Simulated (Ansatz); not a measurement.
# Where Zn_Al puts its levels in the gap of AlN (F-43m)

Wanted: the transition levels of a substitutional impurity in AlN (F-43m), from a cell of 54 host atoms with 1 Al taken out and 1 Zn put in.

Calculated with Ansatz 0.2.0; place-levels on r2SCAN runs: charge-transition levels and formation energies with image-charge correction and potential alignment at the atomic sites; PAW set soft_1.

**1. Set-up**

The cell holds 54 atoms: 26 Al, 27 N and 1 Zn. Cell: a = 9.269 Å, b = 9.269 Å, c = 9.269 Å, α = 60.0°, β = 60.0°, γ = 60.0°. It derives from AlN (space group F-43m). Nearest the centre at fractional (0.333, 0.667, 0.667): Zn35 at 0.00 Å, N34 at 1.89 Å, N18 at 1.89 Å, N30 at 1.89 Å, N36 at 1.89 Å, Al23 at 3.09 Å, Al31 at 3.09 Å, Al21 at 3.09 Å.

Coordinates:

```xyz
54
Lattice="0.0000 6.5542 6.5542 6.5542 0.0000 6.5542 6.5542 6.5542 0.0000" Properties=species:S:1:pos:R:3 pbc="T T T"
Al    0.0000    0.0000    0.0000
N     1.0924    1.0924    1.0924
Al    2.1847    2.1847    0.0000
N     3.2771    3.2771    1.0924
Al    4.3695    4.3695    0.0000
N     5.4618    5.4618    1.0924
Al    2.1847    0.0000    2.1847
N     3.2771    1.0924    3.2771
Al    4.3695    2.1847    2.1847
N     5.4618    3.2771    3.2771
Al    6.5542    4.3695    2.1847
N     7.6466    5.4618    3.2771
Al    4.3695    0.0000    4.3695
N     5.4618    1.0924    5.4618
Al    6.5542    2.1847    4.3695
N     7.6466    3.2771    5.4618
Al    8.7389    4.3695    4.3695
N     9.8313    5.4618    5.4618
Al    0.0000    2.1847    2.1847
N     1.0924    3.2771    3.2771
Al    2.1847    4.3695    2.1847
N     3.2771    5.4618    3.2771
Al    4.3695    6.5542    2.1847
N     5.4618    7.6466    3.2771
Al    2.1847    2.1847    4.3695
N     3.2771    3.2771    5.4618
Al    4.3695    4.3695    4.3695
N     5.4618    5.4618    5.4618
Al    6.5542    6.5542    4.3695
N     7.6466    7.6466    5.4618
Al    4.3695    2.1847    6.5542
N     5.4618    3.2771    7.6466
Al    6.5542    4.3695    6.5542
N     7.6466    5.4618    7.6466
Zn    8.7389    6.5542    6.5542
N     9.8313    7.6466    7.6466
Al    0.0000    4.3695    4.3695
N     1.0924    5.4618    5.4618
Al    2.1847    6.5542    4.3695
N     3.2771    7.6466    5.4618
Al    4.3695    8.7389    4.3695
N     5.4618    9.8313    5.4618
Al    2.1847    4.3695    6.5542
N     3.2771    5.4618    7.6466
Al    4.3695    6.5542    6.5542
N     5.4618    7.6466    7.6466
Al    6.5542    8.7389    6.5542
N     7.6466    9.8313    7.6466
Al    4.3695    4.3695    8.7389
N     5.4618    5.4618    9.8313
Al    6.5542    6.5542    8.7389
N     7.6466    7.6466    9.8313
Al    8.7389    8.7389    8.7389
N     9.8313    9.8313    9.8313
```

The host's dielectric constants go in as inputs: 4.64 for the electrons alone, 8.51 with the ions, computed on the host (DFPT, PBEsol, on the r2SCAN cell), and a cell off the functional's own equilibrium shifts the ionic part.

The cell's shortest repeat is 9.3 Å.

**2. The runs of each charge state**

Levels follow from differences of total energies between charge states, each relaxed by itself.

Random displacements of about 0.05 Å break the site symmetry at the start, so that the relaxation can reach a distorted minimum if there is one. Forces are taken at one point at (¼, ¼, ¼). The cell holds 1 electron more than the neutral one, with a uniform background that keeps it neutral on the whole.

The sampling was tested on the host first: at the k-points planned (1x1x1 shifted 0.25 0.25 0.25) its energy lies 0.045 eV an atom from the dense-mesh value, so the final energies take a denser sampling.

One state's input; the others differ in charge, spin, start and seed, and in occupations where the table says so.

The input, qm1.relax/input.yaml:

```yaml
crystal:
  lattice:
    - [0.0, 6.55418986, 6.55418986]
    - [6.55418986, 0.0, 6.55418986]
    - [6.55418986, 6.55418986, 0.0]
  atoms:
    - { symbol: Al, position: [0.0, 0.0, 0.0] }
    - { symbol: "N", position: [0.08333333, 0.08333333, 0.08333333] }
    - { symbol: Al, position: [0.0, 0.0, 0.33333333] }
    - { symbol: "N", position: [0.08333333, 0.08333333, 0.41666667] }
    - { symbol: Al, position: [0.0, 0.0, 0.66666667] }
    - { symbol: "N", position: [0.08333333, 0.08333333, 0.75] }
    - { symbol: Al, position: [0.0, 0.33333333, 0.0] }
    - { symbol: "N", position: [0.08333333, 0.41666667, 0.08333333] }
    - { symbol: Al, position: [0.0, 0.33333333, 0.33333333] }
    - { symbol: "N", position: [0.08333333, 0.41666667, 0.41666667] }
    - { symbol: Al, position: [0.0, 0.33333333, 0.66666667] }
    - { symbol: "N", position: [0.08333333, 0.41666667, 0.75] }
    - { symbol: Al, position: [0.0, 0.66666667, 0.0] }
    - { symbol: "N", position: [0.08333333, 0.75, 0.08333333] }
    - { symbol: Al, position: [0.0, 0.66666667, 0.33333333] }
    - { symbol: "N", position: [0.08333333, 0.75, 0.41666667] }
    - { symbol: Al, position: [0.0, 0.66666667, 0.66666667] }
    - { symbol: "N", position: [0.08333333, 0.75, 0.75] }
    - { symbol: Al, position: [0.33333333, 0.0, 0.0] }
    - { symbol: "N", position: [0.41666667, 0.08333333, 0.08333333] }
    - { symbol: Al, position: [0.33333333, 0.0, 0.33333333] }
    - { symbol: "N", position: [0.41666667, 0.08333333, 0.41666667] }
    - { symbol: Al, position: [0.33333333, 0.0, 0.66666667] }
    - { symbol: "N", position: [0.41666667, 0.08333333, 0.75] }
    - { symbol: Al, position: [0.33333333, 0.33333333, 0.0] }
    - { symbol: "N", position: [0.41666667, 0.41666667, 0.08333333] }
    - { symbol: Al, position: [0.33333333, 0.33333333, 0.33333333] }
    - { symbol: "N", position: [0.41666667, 0.41666667, 0.41666667] }
    - { symbol: Al, position: [0.33333333, 0.33333333, 0.66666667] }
    - { symbol: "N", position: [0.41666667, 0.41666667, 0.75] }
    - { symbol: Al, position: [0.33333333, 0.66666667, 0.0] }
    - { symbol: "N", position: [0.41666667, 0.75, 0.08333333] }
    - { symbol: Al, position: [0.33333333, 0.66666667, 0.33333333] }
    - { symbol: "N", position: [0.41666667, 0.75, 0.41666667] }
    - { symbol: Zn, position: [0.33333333, 0.66666667, 0.66666667] }
    - { symbol: "N", position: [0.41666667, 0.75, 0.75] }
    - { symbol: Al, position: [0.66666667, 0.0, 0.0] }
    - { symbol: "N", position: [0.75, 0.08333333, 0.08333333] }
    - { symbol: Al, position: [0.66666667, 0.0, 0.33333333] }
    - { symbol: "N", position: [0.75, 0.08333333, 0.41666667] }
    - { symbol: Al, position: [0.66666667, 0.0, 0.66666667] }
    - { symbol: "N", position: [0.75, 0.08333333, 0.75] }
    - { symbol: Al, position: [0.66666667, 0.33333333, 0.0] }
    - { symbol: "N", position: [0.75, 0.41666667, 0.08333333] }
    - { symbol: Al, position: [0.66666667, 0.33333333, 0.33333333] }
    - { symbol: "N", position: [0.75, 0.41666667, 0.41666667] }
    - { symbol: Al, position: [0.66666667, 0.33333333, 0.66666667] }
    - { symbol: "N", position: [0.75, 0.41666667, 0.75] }
    - { symbol: Al, position: [0.66666667, 0.66666667, 0.0] }
    - { symbol: "N", position: [0.75, 0.75, 0.08333333] }
    - { symbol: Al, position: [0.66666667, 0.66666667, 0.33333333] }
    - { symbol: "N", position: [0.75, 0.75, 0.41666667] }
    - { symbol: Al, position: [0.66666667, 0.66666667, 0.66666667] }
    - { symbol: "N", position: [0.75, 0.75, 0.75] }
  host:
    repeats: [3, 3, 3]
    atoms:
      - { symbol: Al, position: [0.0, 0.0, 0.0] }
      - { symbol: "N", position: [0.25, 0.25, 0.25] }
total_charge: -1
basis:
  ecutwfc: 500
  xc_grid: 2
hamiltonian:
  xc: r2scan
  pseudopotentials: { kind: paw, azcp: { folder: soft_1 } }
kpoints:
  mp_grid: { grid: [1, 1, 1], shift: [0.25, 0.25, 0.25] }
scf:
  occupations: { method: fixed }
  max_iter: 100
output:
  forces: true
  charged_corrections:
    epsilon: 4.64
    static_epsilon: 8.51
    defect_position: [0.333333, 0.666667, 0.666667]
relax:
  f_tol: 0.02
  max_steps: 80
  random_displacement: { amplitude: 0.05, seed: 403 }
checkpoint:
  write: "../qm1.relax.run"
  compress: false
  write_wavefunctions: true
  write_every: 100000
```

On the command line:

```bash
> ansatz run input.yaml --threads 4 --pin off --max-ram 7536MiB --backend cpu --events-out ev --progress --plain --runs-dir out
```

Defect states can disperse in a cell of this size, so the energy is taken again at a 2×2×2 shifted mesh, on the relaxed structure.

The run of this state that the levels use, under r2SCAN:

The input, qm1.point/input.yaml:

```yaml
crystal:
  checkpoint: "../qm1.relax.run"
  host: checkpoint
total_charge: -1
basis:
  ecutwfc: 500
  xc_grid: 2
hamiltonian:
  xc: r2scan
  pseudopotentials: { kind: paw, azcp: { folder: soft_1 } }
kpoints:
  mp_grid: { grid: [2, 2, 2], shift: [0.5, 0.5, 0.5] }
scf:
  occupations: { method: fermi_dirac, width: 0.01 }
  max_iter: 100
output:
  forces: true
  eigenvalues: true
  charged_corrections:
    epsilon: 4.64
    static_epsilon: 8.51
    defect_position: [0.333333, 0.666667, 0.666667]
  eigenstates: { localisation: true }
  populations: true
  band_densities: [{ bands: [v1, v1] }, { bands: [c1, c1] }]
  write_density: true
  write_potential: true
  volumetric_format: npy
checkpoint:
  read: "../qm1.relax.run"
  write: "../qm1.point.run"
  compress: false
  write_wavefunctions: false
  write_every: 100000
```

Relaxations under r2SCAN at one point at (¼, ¼, ¼); times on 4 threads of Arm Neoverse V1, shared host:

| charge | moment (μB) | occupations | outcome | steps | largest displacement against the far atoms (Å) | time |
| --- | --- | --- | --- | --- | --- | --- |
| −1 | 0 | fixed | converged | 6 | 0.13 | 54 s |
| 0 | 1 | fixed | converged | 7 | 0.15 | 2.5 min |
| +1 | 0 | fixed | converged | 8 | 0.12 | 2.9 min |
| +1 | 2 | fixed | converged | 6 | 0.13 | 1.9 min |

Single points under r2SCAN at a 2×2×2 shifted mesh; times on 4 threads of Arm Neoverse V1, shared host:

| charge | moment (μB) | occupations | outcome | time |
| --- | --- | --- | --- | --- |
| −1 | 0 | fermi-dirac | converged | 49 s |
| 0 | 1 | fermi-dirac | converged | 1.9 min |
| +1 | 0 | fermi-dirac | converged | 60 s |
| +1 | 2 | fermi-dirac | converged | 2 min |

Distances (Å) from Zn35 to the nearest atoms after relaxation with r2SCAN:

| charge | moment (μB) | 1. | 2. | 3. | 4. | 5. | 6. |
| --- | --- | --- | --- | --- | --- | --- | --- |
| −1 | 0 | N 2.01 | N 2.01 | N 2.01 | N 2.01 | Al 3.08 | Al 3.08 |
| 0 | 1 | N 1.97 | N 1.98 | N 1.98 | N 2.11 | Al 3.03 | Al 3.03 |
| +1 | 0 | N 1.94 | N 2.01 | N 2.02 | N 2.02 | Al 3.07 | Al 3.07 |
| +1 | 2 | N 1.92 | N 2.04 | N 2.04 | N 2.04 | Al 3.05 | Al 3.05 |

**3. place-levels, r2SCAN**

A charged cell interacts with its images and the background, and its potential has another zero than the host's. place-levels removes the first by a point-charge model, screened by the static dielectric constant since the ions have relaxed around the charge, and the second by comparing potentials at atoms far from the defect.

The host is a run of the defect-free crystal in the same cutoffs, grids and k-points, so that basis and sampling errors cancel in part in the differences. The host is run in a cell of 2 atoms on a matching mesh. Its band edges are searched through the zone by a band path, so the gap is smaller than, or equal to, that on the mesh. Chemical potentials are energies per atom of Al (fcc) and Zn (hcp), run with the same functional and cutoff.

The input, levels.point.yaml:

```yaml
host:
  run: host.point.run
states: [qm1.point.run, q0_M1.point.run, qp1.point.run, qp1_M2.point.run]
geometry_from:
  qm1.point.run: qm1.relax.run
  q0_M1.point.run: q0_M1.relax.run
  qp1.point.run: qp1.relax.run
  qp1_M2.point.run: qp1_M2.relax.run
  host.point.run: host.relax.run
chemical_potentials:
  Al:
    energy: -540.418346
    dataset: <sha256 of the dataset>
  Zn:
    energy: -3325.676395
    dataset: "<sha256 of the dataset>"
epsilon: 4.64
static_epsilon: 8.51
vertical:
  - { from: qm1.point.run, to: qm1.point_neutral.run }
  - { from: qp1.point.run, to: qp1.point_neutral.run }
  - { from: qp1_M2.point.run, to: qp1_M2.point_neutral.run }
```

On the command line:

```bash
> ansatz place-levels levels.point.yaml -- --threads 4 --pin off --max-ram 7536MiB
```

Numbers of over 12 decimals in the logs are rounded to 6 here.

The log of the run:

```text
[... repeated set-up lines and file paths are left out, and long positions are rounded to six places ...]
(+1/0) 0.044 eV above the valence edge, 3.874 eV under the conduction edge
(0/-1) 0.766 eV above the valence edge, 3.152 eV under the conduction edge
formation energy of charge +1: +4.762 eV with the Fermi level at the valence edge
formation energy of charge 0: +4.806 eV with the Fermi level at the valence edge
formation energy of charge -1: +5.573 eV with the Fermi level at the valence edge
vertical -1 to 0: no energy, since no alignment is typed
  the change from vertical[0].from (qm1.point.run) to vertical[0].to (qm1.point_neutral.run): by its potential at epsilon 4.64 it stands at 0.397 0.729 0.730, with an rms radius of about 2.4 Å (1.4 1.4 1.4 Å across the planes of the cell's vectors); [...]
vertical +1 to 0: no energy, since no alignment is typed
  the change from vertical[1].from (qp1.point.run) to vertical[1].to (qp1.point_neutral.run): by its potential at epsilon 4.64 it stands at 0.422 0.754 0.755, with an rms radius of about 3.0 Å (1.7 1.7 1.7 Å across the planes of the cell's vectors); [...]
vertical +1 to 0: no energy, since no alignment is typed
  the change from vertical[2].from (qp1_M2.point.run) to vertical[2].to (qp1_M2.point_neutral.run): by its potential at epsilon 4.64 it stands at 0.410 0.743 0.743, with an rms radius of about 2.0 Å (1.1 1.1 1.1 Å across the planes of the cell's vectors); [...]
  edges by r2scan, gap 3.918 eV; the host is sampled to repeats of 18.54 Å
  the defect's cells are sampled to repeats of 18.54 Å, like sampling
  charge +1: -27855.0312 eV with its correction of +0.257 eV, at epsilon 8.51, aligned at sites: -0.0391 eV, mean over 19 atomic sites at or beyond 4.63 Å from the host's site at [0.3332, 0.6666, 0.6666] by the defect at [0.3333, 0.6667, 0.6667], with [...]
  charge 0: +0.000 eV for its dipole among its images, +0.000 omitted
  states[1] (q0_M1.point.run): levels filled in part (TS 0.001 eV): its energy is of no whole electron's
  charge -1: -27840.8190 eV with its correction of +0.208 eV, at epsilon 8.51, aligned at sites: +0.0881 eV, mean over 19 atomic sites at or beyond 4.63 Å from the host's site at [0.3332, 0.6666, 0.6666] by the defect at [0.3333, 0.6667, 0.6667], with [...]
  charge +1: states[2] (qp1.point.run) stands 0.084 eV higher, with a moment of 0.00 μB against 2.00
  states[2] (qp1.point.run): levels filled in part (TS 0.012 eV): its energy is of no whole electron's
  of states[3] (qp1_M2.point.run): its alignment with the host at atomic sites is doubtful: the mean over the far sites moves by -0.1890 eV from their farther parts to their nearer, more than 0.05 eV. [...]
  of states[1] (q0_M1.point.run): stability_check_not_made
  of states[0] (qm1.point.run): it parts from the run at its places by a charge that spreads by about 1.4 Å along one vector (1.3 Å or more is wide), by its potential at epsilon 4.64, taken for that of held ions (one typed too small widens it), where the cell [...]
  of states[2] (qp1.point.run): it parts from the run at its places by a charge that spreads by about 1.7 Å along one vector (1.3 Å or more is wide), by its potential at epsilon 4.64, taken for that of held ions (one typed too small widens it), where the cell [...]
  of vertical[0].from (qm1.point.run): it parts from the run at its places by a charge that spreads by about 1.4 Å along one vector (1.3 Å or more is wide), by its potential at epsilon 4.64, taken for that of held ions (one typed too small widens it), where [...]
  vertical[0].to (qm1.point_neutral.run): levels filled in part (TS 0.005 eV): its energy is of no whole electron's
  of vertical[0].to (qm1.point_neutral.run): stability_check_not_made
  vertical[1].from (qp1.point.run): levels filled in part (TS 0.012 eV): its energy is of no whole electron's
  of vertical[1].from (qp1.point.run): it parts from the run at its places by a charge that spreads by about 1.7 Å along one vector (1.3 Å or more is wide), by its potential at epsilon 4.64, taken for that of held ions (one typed too small widens it), where [...]
  vertical[1].to (qp1.point_neutral.run): levels filled in part (TS 0.005 eV): its energy is of no whole electron's
  of vertical[1].to (qp1.point_neutral.run): stability_check_not_made
  of vertical[2].from (qp1_M2.point.run): stability_check_not_made
  vertical[2].to (qp1_M2.point_neutral.run): levels filled in part (TS 0.005 eV): its energy is of no whole electron's
  of vertical[2].to (qp1_M2.point_neutral.run): it set out from the moments of a save, which an earlier run chose (saved_moments_taken); stability_check_not_made
```

The job ended after 0.46 s (4 threads of Arm Neoverse V1, shared host).

(Continued in part 2 of 2.)

[Logs are printed without paths, hosts, clocks, repeated set-up lines and the standing remarks that a program may print on its own settings, such as how far it seeks lower states.]

[Hosts, paths, dates, database ids (printed as entryN), source tags and the programs' standing remarks are cut or masked in the printed files.]

[Where a table of states has a column of steps, it counts the stored structures, which are thinned; the runs took as many ionic steps or more.]

[A defect's name tells the site on which it was built; relaxed atoms can leave that site.]

[For some hosts the program warned that the k-mesh of the response run may be too coarse for force constants and the static dielectric constant; such warnings are not shown here.]
